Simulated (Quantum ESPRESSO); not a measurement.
# BP (F-43m): from strain to phonon shift

Wanted: the shift of the optical mode of BP (F-43m) in a strained (001) layer.

Calculated with Quantum ESPRESSO 7.5; DFT PBE, scalar-relativistic, plane waves, PseudoDojo norm-conserving pseudopotentials.

## 1. The relaxed structure

It takes space group F-43m (No. 216, cubic). The conventional cell has a = 4.547 Å, b = 4.547 Å, c = 4.547 Å, α = 90.00°, β = 90.00°, γ = 90.00°. B has 4 P at 1.97 Å nearest. P has 4 B at 1.97 Å nearest. Farther neighbours are not listed.

As a file:

```cif
data_structure
_symmetry_space_group_name_H-M 'P 1'
_symmetry_Int_Tables_number 1
_cell_length_a 3.2154
_cell_length_b 3.2154
_cell_length_c 3.2154
_cell_angle_alpha 60.000
_cell_angle_beta 60.000
_cell_angle_gamma 60.000
_cell_volume 23.51
loop_
_atom_site_label
_atom_site_type_symbol
_atom_site_fract_x
_atom_site_fract_y
_atom_site_fract_z
_atom_site_occupancy
B1 B 0.00000 0.00000 0.00000 1
P2 P 0.25000 0.25000 0.25000 1
```

This is the cell after its relaxation at this level of theory, not the database cell from which that began.

## 2. Uniaxial strain

The relaxed cell is stretched along z alone. This keeps all atoms on sites fixed by symmetry and splits the threefold mode into a singlet, polarised along z, and a doublet. The macroscopic field is left out, so these are transverse modes. Cutoff 84 Ry, k mesh 12×12×12.

From the response at ε_zz = 0.01:

What it wrote:

```text
[banners, grids, parts of the stress and lines that vanish by symmetry left out]
Program PHONON v.7.5
     Reading xml data from directory:

[...]
Exchange-correlation= PBE
                           (   1   4   3   4   0   0   0)
[...]
kinetic-energy cut-off    =      84.0000  Ry
     charge density cut-off    =     336.0000  Ry
     convergence threshold     =      1.0E-18
[...]
Exchange-correlation= PBE
                           (   1   4   3   4   0   0   0)
[...]
q = (   0.0000000   0.0000000   0.0000000 )
      9 Sym.Ops. (with q -> -q+G )
     G cutoff =  317.3891  (  16641 G-vectors)     FFT grid: ( 36, 36, 36)
     number of k points=   163
[...]
Mode symmetry, D_2d (-42m) point group:
[...]
Representation #   1 mode #   1
[...]
End of self-consistent calculation
     Convergence has been achieved
     Representation #   2 mode #   2
[...]
End of self-consistent calculation
     Convergence has been achieved
     Representation #   3 modes #   3   4
[...]
End of self-consistent calculation
     Convergence has been achieved
     Representation #   4 modes #   5   6
[...]
End of self-consistent calculation
     Convergence has been achieved
[...]
q = (    0.000000000   0.000000000   0.000000000 )
[...]
freq (    1) =      -0.030028 [THz] =      -1.001620 [cm-1]
     freq (    2) =      -0.030028 [THz] =      -1.001620 [cm-1]
     freq (    3) =      -0.029692 [THz] =      -0.990434 [cm-1]
     freq (    4) =      23.717337 [THz] =     791.125211 [cm-1]
     freq (    5) =      23.752404 [THz] =     792.294910 [cm-1]
     freq (    6) =      23.752404 [THz] =     792.294910 [cm-1]
[...]
Mode symmetry, D_2d (-42m) point group:
     freq (   1-   1) =         -1.0  [cm-1]   --> B_2  X_3  W_2   I+R
     freq (   2-   3) =         -1.0  [cm-1]   --> E    X_5  W_3   I+R
     freq (   4-   4) =        791.1  [cm-1]   --> B_2  X_3  W_2   I+R
     freq (   5-   6) =        792.3  [cm-1]   --> E    X_5  W_3   I+R

   JOB DONE.
```

| ε_zz | singlet (cm⁻¹) | doublet (cm⁻¹) | σ_zz (GPa) | σ_xx (GPa) |
| --- | --- | --- | --- | --- |
| -0.01 | 808.47 | 807.64 | -3.431 | -0.764 |
| -0.005 | 804.25 | 803.79 | -1.707 | -0.373 |
| 0 | 799.95 | 799.95 | -0.002 | -0.002 |
| 0.005 | 795.58 | 796.12 | 1.684 | 0.350 |
| 0.01 | 791.13 | 792.29 | 3.352 | 0.684 |

Stress is counted positive in tension.

## 3. The fit

To first order ω² − ω₀² = p ε_zz + q (ε_xx + ε_yy) for the mode along z, and likewise for x and y. With ε_zz alone the singlet gives p and the doublet q.

The linear terms of parabolas through ω² are p = -2.17 ω₀² and q = -1.92 ω₀², with ω₀ = 800.0 cm⁻¹. Those of the stresses are C11 = 339 GPa and C12 = 72 GPa. Under hydrostatic strain p and q imply γ = −(p + 2q)/(6 ω₀²) = 1.00.

A layer held to an in-plane strain ε and free along z takes ε_zz = −2 (C12/C11) ε = -0.427 ε. To first order the singlet then shifts by (q − p C12/C11) ε / ω₀ = -1165 ε cm⁻¹. For ε = -0.006, ε_zz = 0.00256, the formulas for ω² predict 806.91 cm⁻¹ for the singlet and 807.75 cm⁻¹ for the doublet.

## 4. A biaxially strained cell

This run was no part of the fit.

What it wrote:

```text
[banners, grids, parts of the stress and lines that vanish by symmetry left out]
[banner, memory and clock lines left out]
Program PHONON v.7.5

[...]
Exchange-correlation= PBE
                           (   1   4   3   4   0   0   0)
[...]
kinetic-energy cut-off    =      84.0000  Ry
     charge density cut-off    =     336.0000  Ry
     convergence threshold     =      1.0E-18
[...]
Exchange-correlation= PBE
                           (   1   4   3   4   0   0   0)
[...]
q = (   0.0000000   0.0000000   0.0000000 )
      9 Sym.Ops. (with q -> -q+G )
     G cutoff =  313.1568  (  16401 G-vectors)     FFT grid: ( 36, 36, 36)
     number of k points=   163
[...]
Mode symmetry, D_2d (-42m) point group:
[...]
Representation #   1 mode #   1
[...]
End of self-consistent calculation
     Convergence has been achieved
     Representation #   2 mode #   2
[...]
End of self-consistent calculation
     Convergence has been achieved
     Representation #   3 modes #   3   4
[...]
End of self-consistent calculation
     Convergence has been achieved
     Representation #   4 modes #   5   6
[...]
End of self-consistent calculation
     Convergence has been achieved
[...]
q = (    0.000000000   0.000000000   0.000000000 )
[...]
freq (    1) =      -0.023590 [THz] =      -0.786880 [cm-1]
     freq (    2) =      -0.023590 [THz] =      -0.786880 [cm-1]
     freq (    3) =      -0.023197 [THz] =      -0.773765 [cm-1]
     freq (    4) =      24.193445 [THz] =     807.006457 [cm-1]
     freq (    5) =      24.214914 [THz] =     807.722603 [cm-1]
     freq (    6) =      24.214914 [THz] =     807.722603 [cm-1]
[...]
Mode symmetry, D_2d (-42m) point group:
     freq (   1-   1) =         -0.8  [cm-1]   --> B_2  X_3  W_2   I+R
     freq (   2-   3) =         -0.8  [cm-1]   --> E    X_5  W_3   I+R
     freq (   4-   4) =        807.0  [cm-1]   --> B_2  X_3  W_2   I+R
     freq (   5-   6) =        807.7  [cm-1]   --> E    X_5  W_3   I+R
```

| mode | predicted (cm⁻¹) | run (cm⁻¹) |
| --- | --- | --- |
| singlet | 806.91 | 807.01 |
| doublet | 807.75 | 807.72 |

The stress along z is -0.002 GPa and that in the plane -2.335 GPa; the unstrained cell carries -0.002 GPa.

## 5. Results

* p (in units of the squared frequency): -2.167
* q (same units): -1.919
* shift of the singlet per unit of biaxial strain: -1165 cm⁻¹
* C11 and C12: 339 and 72 GPa

To first order, one per cent of tensile biaxial strain moves the singlet of BP (F-43m) by -11.6 cm⁻¹ and the doublet by -13.1 cm⁻¹; the formulas miss the test run by up to 0.10 cm⁻¹. In backscattering from (001) the mode polarised along z is the one seen in diamond and zinc-blende crystals; in a polar crystal it is the LO mode, whose potentials differ somewhat from these. The third potential, r, needs shear strain and a relaxation of the atoms, which was not run. These are harmonic values at zero temperature.

[Host names and launcher messages were left out of these logs when they were recorded.]

[Logs are printed without paths, hosts, clocks, repeated set-up lines and the standing remarks that a program may print on its own settings, such as how far it seeks lower states.]

[Hosts, paths, dates, database ids (printed as entryN), source tags and the programs' standing remarks are cut or masked in the printed files.]
